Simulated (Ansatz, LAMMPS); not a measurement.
# Static equation of state of glassy 53P2O5-24SrO-24Li2O (mol %) (83 atoms)

Density of this cell: 2.58 g/cm³. The cell holds 83 atoms: 18 P, 4 Sr, 8 Li and 53 O. Its edges and angles: a = 11.088 Å, b = 10.346 Å, c = 10.353 Å, α = 90.7°, β = 99.6°, γ = 85.9°. The starting structure: 83 atoms (18 P, 4 Sr, 8 Li, 53 O) placed at random at 2.74 g/cm³, melted at 4000 K for 10 ps at fixed volume with the Morse and Coulomb pair potential with partial charges (Pedone, Malavasi, Menziani, Cormack and Segre, J. Phys. Chem. B 110, 11780 (2006)). Quenched from 4000 K to 300 K at 20 K/ps and fixed volume, held 10 ps at zero pressure, then minimised at fixed cell.

Calculated with Ansatz 0.2.0: Kohn-Sham DFT, PBE, PAW (set soft_2), plane waves; cutoff 420 eV, Γ point, fixed occupations. Cell and atoms were relaxed first, to V0 = 14.071 Å³ an atom at a residual P0 = -0.014 GPa. The cell was then scaled evenly, and the atoms were relaxed at each volume.

| volume (Å³/atom) | pressure (GPa) |
| --- | --- |
| 12.664 | ? |
| 13.227 | 1.652 |
| 13.649 | 0.8083 |
| 14.493 | -0.5377 |
| 14.915 | -1.045 |

**Question.** Fit the third-order Birch–Murnaghan equation to the rows given and extrapolate to the withheld row.

**Working.**

Take the Eulerian strain f = ½[(V0/V)^(2/3) − 1] and the normalised pressure F = (P − P0) / [3f(1 + 2f)^(5/2)]. The third-order Birch–Murnaghan equation is then the line F = B0 + (3/2)B0(B′ − 4) f, so u = f and v = F.

```
      u = f  v = F (GPa)
  0.0210565      23.7843
  0.0102569      25.3970
-0.00975660      18.7992
 -0.0190506      19.8822
```

With n = 4: mean u = 6.2654e-4, mean v = 21.9657, Σ(u − ū)² = 0.0010051, Σ(u − ū)(v − v̄) = 0.14407. Slope b = 0.14407 / 0.0010051 = 143.34; intercept a = v̄ − b ū = 21.876.

So B0 = a = 21.9 GPa and B′ = 4 + 2b/(3a) = 8.37. At the withheld volume f = 0.03638, F = a + b f = 27.09 GPa, and P = P0 + 3f(1 + 2f)^(5/2) F.

Prediction at 12.664: 3.511 GPa. The run gave 3.458 GPa, so the fit is high by 0.053 GPa (1.5 % of the value).

The series isn't one smooth equation of state: even a line fitted to all rows, the withheld one included, misses F by up to 9.0 % and the count of bonds changes along the series. B0 and B′ are then only the numbers of this fit, not moduli of the material. Among the rows given, the largest miss of the fit is at 13.227, by 0.078 GPa (1.7 % of the range of the table).

Limits: Static cells at zero temperature; the cell shape is held. The program notes that the SCF threshold of these relaxations is loose for the stress. The quench rate of 20 K/ps is many orders above laboratory rates, so the cell is likely richer in defects and strain than a real sample. The network of bonds at the start is that of the classical potential that made the cell, and needn't be the one that DFT or experiment would give. Only the Γ point is sampled, in a cell whose shortest periodic width is 10 Å.

[Logs are printed without paths, hosts, clocks, repeated set-up lines and the standing remarks that a program may print on its own settings, such as how far it seeks lower states.]

[Hosts, paths, dates, database ids (printed as entryN), source tags and the programs' standing remarks are cut or masked in the printed files.]
